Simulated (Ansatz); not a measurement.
**BeHg2 (built on the sites of a database entry of CaHg2): the cell at rest**

Task: relax BeHg2 (built on the sites of a database entry of CaHg2) tightly.

Calculated with Ansatz 0.2.0; DFT LDA, scalar-relativistic, plane waves, norm-conserving pseudopotentials.

The structure was built from a prototype and need not be the compound's stable phase.

**1. Set-up**

The structure is trigonal, space group P-3m1 (No. 164). The conventional cell has a = 4.599 Å, b = 4.599 Å, c = 3.054 Å, α = 90.00°, β = 90.00°, γ = 120.00°. Nearest to Be lie 6 Hg at 2.66 Å. Hg has 3 Be at 2.66 Å and 3 Hg at 2.68 Å nearest. Farther neighbours are not listed.

**2. A coarse first look**

First a cheap look: the gap decides the mesh and the occupations, the pressure tells how far the cell has to move.

Contents of input.yaml:

```yaml
crystal:
  lattice:
    - [4.59942, 0.0, 0.0]
    - [-2.29971, 3.98322, 0.0]
    - [0.0, 0.0, 3.05437]
  atoms:
    - { symbol: Be, position: [0.0, 0.0, 0.0] }
    - { symbol: Hg, position: [0.66666667, 0.33333333, 0.946832] }
    - { symbol: Hg, position: [0.33333333, 0.66666667, 0.053168] }
kpoints:
  mp_grid: { grid: [6, 6, 6] }
hamiltonian:
  xc: lda
  pseudopotentials: { kind: nc }
scf:
  occupations: { method: gaussian, width: 0.1 }
output:
  forces: true
  stress: true
  eigenvalues: true
```

On the command line:

```console
ansatz run input.yaml --threads 8 --pin off --max-ram 14336MiB --backend cpu --events-out ev --progress --plain --runs-dir out
```

Numbers of over 12 decimals in the logs are rounded to 6 here.

Output:

```text
Engine: ansatz 0.2.0, aarch64-unknown-linux-gnu
Pseudopotentials: kind: nc
Pseudopotential: Be, nc, valence charge 4, recommended cutoff 1197.300995 eV (normal), Be.nc.azcp (PseudoDojo's, or run here from an input of PseudoDojo's: the run reads no file of this project's for it)
[...]
k-point 0: bands = [... 18 lower, 7.3877, 7.3877, 15.1614, 15.2517, 15.5952, 15.5952, 16.0280, 16.0280, ... 1 higher]
  k-point 1: bands = [... 18 lower, 7.2767, 7.2767, 15.0742, 15.5768, 16.2281, 16.2281, 16.3344, 16.3344, ... 1 higher]
  k-point 2: bands = [... 18 lower, 7.2051, 7.4520, 13.1113, 16.4755, 16.7246, 17.1069, 17.1069, 17.6606, ... 1 higher]
  k-point 33: bands = [... 18 lower, 7.9730, 11.0330, 11.0330, 12.0681, 14.1408, 14.3862, 14.3862, 20.8371, ... 1 higher]
[key lines of the parts left out:]
SCF converged after 7 iterations
Free energy (F): -9448.314215 eV
Fermi energy:    14.153483 eV
P = ⅓ Tr σ = 0.6466 GPa (6.466 kbar)
```

Elapsed: 2 s, on 8 threads of Arm Neoverse V1, shared host; peak memory 0.63 GiB.

This step gave:

* pressure: 0.6466 GPa
* volume per atom: 18.65 Å³
* gap on the k-mesh: 0 eV

The coarse mesh shows no gap and a pressure of 0.6 GPa.

**3. Relaxation**

The cell and atoms are relaxed, since residual forces and stress would shift the frequencies.

Changes to input.yaml since step 2:

```diff
@@ -10,3 +10,3 @@
 kpoints:
-  mp_grid: { grid: [6, 6, 6] }
+  mp_grid: { grid: [12, 12, 14] }
 hamiltonian:
@@ -20 +20,10 @@
   eigenvalues: true
+  write_density: true
+  write_potential: true
+  elf: true
+  volumetric_format: npy
+relax:
+  adjacent_minimum: "off"
+  f_tol: 0.005
+  max_steps: 80
+  cell: { stress_tol: 0.05 }
```

Output:

```text
[...]
Crystal: 3 atoms, lattice volume = 55.958 Å³
Basis set: ecut = 1197.300995 eV, 5243 PW (Γ)
Bands: 27, of which v1, the nominal top of the filled ones, is band 22 counted from 1 (21 counted from 0)
Symmetry: 12 space group operations
[...]
k-points: 224 of 2016
[...]
SCF iter   1: F=—  HF=-9449.235886 eV  |F-HF|=—  |Δ(HF+E_count)|=         —  Δρ=5.32e-2  dr2=2.92e0  ethr=3.10e-3  ⟨swp⟩=7.0  Hψ=31349  notcnv=0
[...]
SCF iter   8: F=-9448.359060 eV  HF=-9448.359060 eV  |F-HF|=1.66e-9  |Δ(HF+E_count)|=   8.36e-9  Δρ=2.39e-6  dr2=4.24e-9  ethr=1.20e-10  ⟨swp⟩=7.9  Hψ=47815  notcnv=0
SCF 1 converged in 8 iterations: F = -9448.359060 eV  dr2 = 4.24e-9
relax step   1: F+E_penalty+E_count = -9448.35906024 eV  Δ(F+E_penalty+E_count) = +0.000e0 eV  max|allowed force component| = 9.209e-2 eV/Å  Δτ_max = 0.0000 Å  P = +0.805 GPa  Ω = 55.958 Å³  (8 SCF iters, dr2 threshold 1.00e-7 eV, accepted)
Crystal: 3 atoms, lattice volume = 58.462 Å³
Basis set: ecut = 1197.300995 eV, 5485 PW (Γ)
[...]
iter 1 solved again at ethr=2.04e-5 eV; its pass at ethr=3.10e-3 eV (dr2=8.99e-3 eV) is discarded
[...]
SCF iter   6: F=-9448.395995 eV  HF=-9448.395995 eV  |F-HF|=8.71e-8  |Δ(HF+E_count)|=   1.86e-7  Δρ=2.02e-5  dr2=1.63e-7  ethr=6.82e-10  ⟨swp⟩=14.2  Hψ=59080  notcnv=0
SCF 2 converged in 6 iterations: F = -9448.395995 eV  dr2 = 1.63e-7
relax step   2: F+E_penalty+E_count = -9448.39599490 eV  Δ(F+E_penalty+E_count) = -3.693e-2 eV  max|allowed force component| = 6.621e-2 eV/Å  Δτ_max = 0.0411 Å  P = -0.581 GPa  Ω = 58.462 Å³  energy of the carried Pulay correction = -1.487e-4 eV  (6 SCF iters, dr2 threshold 3.00e-7 eV, accepted)
Crystal: 3 atoms, lattice volume = 58.306 Å³
[...]
SCF iter   6: F=-9448.400881 eV  HF=-9448.400881 eV  |F-HF|=6.21e-8  |Δ(HF+E_count)|=   2.31e-7  Δρ=1.10e-5  dr2=1.36e-7  ethr=6.82e-10  ⟨swp⟩=13.3  Hψ=54995  notcnv=0
SCF 3 converged in 6 iterations: F = -9448.400881 eV  dr2 = 1.36e-7
relax step   3: F+E_penalty+E_count = -9448.40088069 eV  Δ(F+E_penalty+E_count) = -4.886e-3 eV  max|allowed force component| = 2.620e-2 eV/Å  Δτ_max = 0.0493 Å  P = +0.593 GPa  Ω = 58.306 Å³  energy of the carried Pulay correction = -1.396e-4 eV  (6 SCF iters, dr2 threshold 3.00e-7 eV, accepted)
[...]
relax step   4: F+E_penalty+E_count = -9448.40428121 eV  Δ(F+E_penalty+E_count) = -3.401e-3 eV  max|allowed force component| = 5.619e-3 eV/Å  Δτ_max = 0.0610 Å  P = -0.135 GPa  Ω = 58.699 Å³  energy of the carried Pulay correction = -1.624e-4 eV  (6 SCF iters, dr2 threshold 3.00e-7 eV, accepted)
[...]
relax step   5: F+E_penalty+E_count = -9448.40437730 eV  Δ(F+E_penalty+E_count) = -9.609e-5 eV  max|allowed force component| = 6.541e-4 eV/Å  Δτ_max = 0.0098 Å  P = -0.066 GPa  Ω = 58.630 Å³  energy of the carried Pulay correction = -1.584e-4 eV  (5 SCF iters, dr2 threshold 6.50e-8 eV, accepted)
[...]
relax step   6: F+E_penalty+E_count = -9448.40438977 eV  Δ(F+E_penalty+E_count) = -1.247e-5 eV  max|allowed force component| = 2.088e-5 eV/Å  Δτ_max = 0.0012 Å  P = +0.000 GPa  Ω = 58.586 Å³  energy of the carried Pulay correction = -1.558e-4 eV  (4 SCF iters, dr2 threshold 1.87e-8 eV, accepted)
[...]
relax step   7: F+E_penalty+E_count = -9448.40438983 eV  Δ(F+E_penalty+E_count) = -5.793e-8 eV  max|allowed force component| = 2.757e-5 eV/Å  Δτ_max = 0.0000 Å  P = +0.000 GPa  Ω = 58.585 Å³  energy of the carried Pulay correction = -1.558e-4 eV  (5 SCF iters, accepted)
[...]
SCF iter   5: F=-9448.404839 eV  HF=-9448.404839 eV  |F-HF|=3.64e-12  |Δ(HF+E_count)|=  1.82e-11  Δρ=7.14e-8  dr2=2.91e-12  ethr=1.00e-12  ⟨swp⟩=7.0  Hψ=33749  notcnv=0
SCF 8 converged in 5 iterations: F = -9448.404839 eV  dr2 = 2.91e-12
relax step   8: F+E_penalty+E_count = -9448.40483882 eV  Δ(F+E_penalty+E_count) = -4.490e-4 eV  max|allowed force component| = 2.830e-5 eV/Å  Δτ_max = 0.0000 Å  P = +0.020 GPa  Ω = 58.585 Å³  stress off target by 4.39e-2 GPa  SCF on the basis re-selected at this cell (its energy is not comparable with the rows above)  (5 SCF iters)
basis re-selected at this cell: Δ(F+E_penalty+E_count) = -4.490e-4 eV, ΔP = +0.020 GPa vs the last step (what re-selecting the basis moved, of the pressure what is left beyond the Pulay correction that the steps carried, after the strain that the cell walked since its last selection, with what the two solves' SCF thresholds leave and, on support functions, any second-order correction that the steps lacked; it is no measure of the basis error at this ecutwfc). The dense FFT grid was sized anew with the basis: this SCF ran on 54×54×40 points, the steps before it on 54×54×36, so part of this shift can come from that change (see relax.cell in the input reference). [rest of the remark cut]
SCF converged after 5 iterations
Free energy (F): -9448.404839 eV
[...]
Internal energy: -9448.401227 eV  (E = F + TS)
E sigma→0 (E₀):  -9448.403033 eV
Entropy (-TS):   -0.003612 eV (-1.204 meV/atom)
Fermi energy:    13.195425 eV
[...]
--- Forces (eV/Å), atoms counted from 1 ---
  atom   1  Be     0.00000000     0.00000000     0.00000000
  atom   2  Hg     0.00000000     0.00000000     0.00002830
  atom   3  Hg    -0.00000000    -0.00000000    -0.00002830
  max |Σ_I F_I| component: 7.40e-17 eV/Å
--- Stress (GPa, compression-positive) ---
        0.008575      -0.000000       0.000000
       -0.000000       0.008575      -0.000000
        0.000000      -0.000000       0.043930
  P = ⅓ Tr σ = 0.0204 GPa (0.204 kbar)
--- Band table (eV; the first three rows and the last of 224) ---
  k-point 0: bands = [... 18 lower, 6.5344, 6.5344, 14.6297, 14.8437, 15.0717, 15.0717, 15.4349, 15.4349, ... 1 higher]
  k-point 1: bands = [... 18 lower, 6.5141, 6.5141, 14.6371, 14.8876, 15.1716, 15.1716, 15.4855, 15.4855, ... 1 higher]
  k-point 2: bands = [... 18 lower, 6.4573, 6.4573, 14.5772, 15.0250, 15.4577, 15.4577, 15.6335, 15.6335, ... 1 higher]
  k-point 223: bands = [... 18 lower, 7.2967, 9.6864, 9.6864, 10.7857, 13.5102, 13.7844, 13.7844, 19.8926, ... 1 higher]
--- Relaxed structure (7 steps of the walk, 7 accepted, 1 SCFs on fresh bases) ---
  F+E_penalty+E_count = -9448.40483882 eV   max|allowed force component| = 2.830e-5 eV/Å   (the final SCF, on the basis selected at the relaxed cell)
  cell:  # Å, volume = 58.5854 Å³
    - [4.585272, 0, 2.969227499108958e-17]
    - [-2.292636, 3.970962, -1.4846137495544787e-17]
    - [1.9717949668677196e-17, 0, 3.217576]
  atoms:
    - { symbol: Be, position: [0, 0, -9.4658007814858e-19] }
    - { symbol: Hg, position: [0.666667, 0.333333, 0.999980] }
    - { symbol: Hg, position: [0.333333, 0.666667, 2.0000661869941746e-5] }
```

Wall time 86 s (8 threads); peak memory 1.4 GiB; 11 min of CPU time.

Step by step:

```tsv
step	energy less that of the first step (eV)	largest force component (eV/Å)	pressure (GPa)	volume (Å³)
1	0.0000	0.0921	0.80	55.96
2	-0.0369	0.0662	-0.58	58.46
3	-0.0418	0.0262	0.59	58.31
4	-0.0452	0.0056	-0.13	58.70
5	-0.0453	0.0007	-0.07	58.63
6	-0.0453	0.0000	0.00	58.59
7	-0.0453	0.0000	0.00	58.59
8*	-0.0458	0.0000	0.02	58.59
```

Relaxation steps marked * repeat the geometry before them on a plane-wave basis chosen anew for their cell, so energy and pressure can jump there.

Forces are held to the 12 operations that the run works with; a distortion that breaks them can't arise in this run.

```tsv
cell as run	before	after	change
a (Å)	4.599	4.585	-0.3 %
b (Å)	4.599	4.585	-0.3 %
c (Å)	3.054	3.218	+5.3 %
volume (Å³/atom)	18.65	19.53	+4.7 %
```

The atoms that moved most (Å, as changes of fractional coordinates times the final cell):

```tsv
atom	dx	dy	dz	length
Hg2	0.000	0.000	0.171	0.171
Hg3	0.000	0.000	-0.171	0.171
```

The relaxed structure:

```xyz
3
Lattice="4.5853 0.0000 0.0000 -2.2926 3.9710 0.0000 0.0000 0.0000 3.2176" Properties=species:S:1:pos:R:3 pbc="T T T"
Be    0.0000    0.0000    0.0000
Hg    2.2926    1.3237    3.2175
Hg    0.0000    2.6473    0.0001
```

Numbers from this step:

- pressure: 0.02036 GPa
- volume per atom: 19.53 Å³

Valence density in the ab plane at fractional z = 0.000, with atoms of Be and Hg within 0.2 Å of it. It is the smooth field of the valence electrons, not physical close to the nuclei.

Ten even steps from '_' (0 e/Å³) to '@' (20 e/Å³), each cell a mean:
```
--________________________--
____________..______________
________..----..____________
______::======..____________
____..======--______________
____..++++==..______________
____..::::..________....____
________________..--==--..__
______________..======--____
______________::++====..____
______________::++==::______
______________......________
::__________________________
@@::______________________--
```
Columns run along a (4.6 Å), rows up along b (4.6 Å). Atoms in or near the plane, at fractional coordinates: Be at (0.00, 0.00), Hg at (0.67, 0.33), Hg at (0.33, 0.67).

ELF in the ab plane at fractional z = 0.000, with atoms of Be and Hg within 0.2 Å of it. It is the smooth field of the valence electrons, not physical close to the nuclei.

Values in units of 1e-1, 14 rows by 14 columns, each cell a mean:
```
6.7 2.0 4.6 4.8 3.5 2.9 2.9 2.8 2.9 3.7 5.1 3.8 1.8 8.2
1.9 4.1 5.0 3.7 3.5 4.2 4.6 3.9 3.2 3.9 5.3 3.9 1.0 1.8
5.1 5.0 3.7 3.9 5.8 7.0 7.0 5.4 3.5 3.9 5.2 5.2 3.9 3.8
4.4 3.5 3.6 6.2 5.9 4.3 7.0 5.6 3.3 3.7 4.6 5.2 5.3 5.1
3.3 3.1 4.9 6.8 2.7 3.3 6.8 4.5 3.0 3.3 3.7 3.9 3.9 3.7
2.8 3.2 5.8 7.1 5.8 6.8 5.2 3.1 2.8 3.0 3.3 3.5 3.2 2.9
2.7 3.2 5.0 6.6 6.3 4.8 3.1 2.7 3.1 4.5 5.6 5.4 3.9 2.8
2.8 3.0 3.7 4.2 3.7 3.0 2.7 3.1 5.2 6.8 7.0 7.0 4.6 2.9
3.1 3.3 3.4 3.4 3.3 3.0 3.0 4.8 6.8 3.3 4.3 7.0 4.2 2.9
4.3 4.7 4.8 4.6 4.1 3.3 3.7 6.3 5.8 2.7 5.9 5.8 3.5 3.5
5.3 5.1 5.4 5.5 4.6 3.4 4.2 6.6 7.1 6.8 6.2 3.9 3.7 4.8
1.9 1.1 2.3 5.4 4.8 3.4 3.7 5.0 5.8 4.9 3.6 3.7 5.0 4.6
5.8 4.2 1.1 5.1 4.7 3.3 3.0 3.2 3.2 3.1 3.5 5.0 4.1 2.0
9.1 5.8 1.9 5.3 4.3 3.1 2.8 2.7 2.8 3.3 4.4 5.1 1.9 6.7
```
Columns run along a (4.6 Å), rows up along b (4.6 Å). Atoms in or near the plane, at fractional coordinates: Be at (0.00, 0.00), Hg at (0.67, 0.33), Hg at (0.33, 0.67).

Electrostatic potential energy in the ab plane at fractional z = 0.000, with atoms of Be and Hg within 0.2 Å of it. With pseudopotentials it is smooth inside the atoms' cores, unlike the true potential.

Ten even steps from '0' (-193 eV) to '9' (13 eV), each cell a mean:
```
78999999999987
99999888999998
99997557999999
99962037999999
99830048999999
99721379999999
99866899987789
99989999743589
99999998300589
99999996102799
99999986236999
99999998789999
78999999999998
67999999999997
```
Columns run along a (4.6 Å; values clipped at the 3rd and 97th percentile), rows up along b (4.6 Å). Atoms in or near the plane, at fractional coordinates: Be at (0.00, 0.00), Hg at (0.67, 0.33), Hg at (0.33, 0.67).

In this step the volume went from 18.65 to 19.53 Å³/atom.

**4. Tight relaxation**

Phonons need a cell at rest on their own settings, so the relaxation is repeated with tight tolerances on forces and stress, using the mesh and the filling of the phonon run that follows.

Contents of input.yaml:

```yaml
crystal:
  lattice:
    - [4.5852723311, 0.0, 0.0]
    - [-2.2926361656, 3.970962322, 0.0]
    - [0.0, 0.0, 3.2175763669]
  atoms:
    - { symbol: Be, position: [0.0, 0.0, 0.0] }
    - { symbol: Hg, position: [0.6666666667, 0.3333333333, 0.9999799993] }
    - { symbol: Hg, position: [0.3333333333, 0.6666666667, 2.00007e-05] }
kpoints:
  mp_grid: { grid: [12, 12, 16] }
hamiltonian:
  xc: lda
  pseudopotentials: { kind: nc }
scf:
  occupations: { method: methfessel_paxton, width: 0.2 }
output:
  forces: true
  stress: true
  eigenvalues: true
relax:
  adjacent_minimum: "off"
  f_tol: 0.001
  max_steps: 60
  cell: { stress_tol: 0.01 }
```

Output:

```text
[...]
Crystal: 3 atoms, lattice volume = 58.585 Å³
Basis set: ecut = 1197.300995 eV, 5485 PW (Γ)
Bands: 27, of which v1, the nominal top of the filled ones, is band 22 counted from 1 (21 counted from 0)
Symmetry: 12 space group operations
[...]
k-points: 255 of 2304
[...]
--- Relaxed structure (3 steps of the walk, 3 accepted, 1 SCFs on fresh bases) ---
[...]
cell:  # Å, volume = 58.5210 Å³
    - [4.587401, 2.888092658233384e-11, -4.592636249447978e-19]
    - [-2.293700, 3.972806, 6.888954374146752e-19]
    - [-3.2227437742087593e-19, 3.7213039710694506e-19, 3.211055]
  atoms:
    - { symbol: Be, position: [0, 0, 0] }
    - { symbol: Hg, position: [0.666667, 0.333333, 0.999987] }
    - { symbol: Hg, position: [0.333333, 0.666667, 1.2574555302909871e-5] }
[key lines of the parts left out:]
SCF converged after 7 iterations
Free energy (F): -9448.404551 eV
Fermi energy:    13.232913 eV
P = ⅓ Tr σ = 0.0076 GPa (0.076 kbar)
```

Elapsed: 51 s, on 8 threads; peak memory 1.5 GiB; 6.6 min of CPU time.

Step by step:

```tsv
step	energy less that of the first step (eV)	largest force component (eV/Å)	pressure (GPa)	volume (Å³)
1	0.0000	0.0000	0.05	58.59
2	-0.0001	0.0000	-0.04	58.53
3	-0.0001	0.0000	0.01	58.52
4*	-0.0001	0.0000	0.01	58.52
```

Relaxation steps marked * repeat the geometry before them on a plane-wave basis chosen anew for their cell, so energy and pressure can jump there.

Forces are held to the 12 operations that the run works with; a distortion that breaks them can't arise in this run.

```tsv
conventional cell, symmetrised	before	after	change
a (Å)	4.585	4.587	+0.0 %
b (Å)	4.585	4.587	+0.0 %
c (Å)	3.218	3.211	-0.2 %
volume (Å³/atom)	19.53	19.51	-0.1 %
```

Final coordinates:

```cif
data_structure
_symmetry_space_group_name_H-M 'P 1'
_symmetry_Int_Tables_number 1
_cell_length_a 4.5874
_cell_length_b 4.5874
_cell_length_c 3.2111
_cell_angle_alpha 90.000
_cell_angle_beta 90.000
_cell_angle_gamma 120.000
_cell_volume 58.52
loop_
_atom_site_label
_atom_site_type_symbol
_atom_site_fract_x
_atom_site_fract_y
_atom_site_fract_z
_atom_site_occupancy
Be1 Be 0.00000 0.00000 0.00000 1
Hg2 Hg 0.66667 0.33333 0.99999 1
Hg3 Hg 0.33333 0.66667 0.00001 1
```

This step gave:

```
pressure        : 0.007585 GPa
volume per atom : 19.51 Å³
```

The largest force component left is 0.022 meV/Å and the pressure is 0.008 GPa, within the tolerances set. The cell now holds 19.51 Å³/atom. Within 0.01 Å the structure now has space group P6/mmm, not the P-3m1 of the start.

**5. Results**

* space group after relaxation (within 0.01 Å): P6/mmm
* lattice constant a: 4.587 Å
* lattice constant b: 4.587 Å
* lattice constant c: 3.211 Å
* volume per atom: 19.5 Å³

What this shows: The largest force component left is 0.022 meV/Å and the pressure is 0.008 GPa, within the tolerances set. The cell now holds 19.51 Å³/atom. Within 0.01 Å the structure now has space group P6/mmm, not the P-3m1 of the start. The relaxation keeps the symmetry of its start, so it says nothing on stability against lower symmetry. The relaxed cell left the space group of the starting entry, even within 0.1 Å, so it may not be the phase that the entry, or a measurement on it, describes. Spin-orbit coupling is left out, which can matter for the heavy elements here. The starting cell was built on a prototype and not taken from a measurement, so the phase need not exist.

[Logs are printed without paths, hosts, clocks, repeated set-up lines and the standing remarks that a program may print on its own settings, such as how far it seeks lower states.]

[Hosts, paths, dates, database ids (printed as entryN), source tags and the programs' standing remarks are cut or masked in the printed files.]
